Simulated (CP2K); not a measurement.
Two runs for the S L₂,₃ edge of mercaptopyrazine. Run A: CP2K XAS_TDP, all-electron GAPW, PBEh(45%), aug-cc-pVDZ, TDA, ZORA, spin–orbit coupling. Run B differs in one setting.

First lines with a strength over 0.0003. A:

```tsv
atom	energy (eV)	states	strength, one atom
S1 (bonded to C and H)	163.54	1	0.0017
	163.81	1	0.0013
	164.64	1	0.0012
	164.92	1	0.0034
	165.17	1	0.0016
```

B:

```tsv
atom	energy (eV)	states	strength, one atom
S1 (bonded to C and H)	155.06	1	0.0011
	155.22	1	0.0007
	155.65	1	0.0005
	155.72	1	0.0018
	155.77	2	0.0003
```

Question: Which was it: the basis, the functional, GW2X switched on?

The functional (functional from PBEh(45%) to PBE; the lines alone don't name the new value). A functional moves all lines by electronvolts and changes their spacings and strengths. The lowest line over the strength cut lies at 155.06 eV, against 163.54 eV (PBEh(45%), aug-cc-pVDZ).

[Banner, clock and machine lines of the logs are left out without a mark of their own.]

[Logs are printed without paths, hosts, clocks, repeated set-up lines and the standing remarks that a program may print on its own settings, such as how far it seeks lower states.]

[Hosts, paths, dates, database ids (printed as entryN), source tags and the programs' standing remarks are cut or masked in the printed files.]
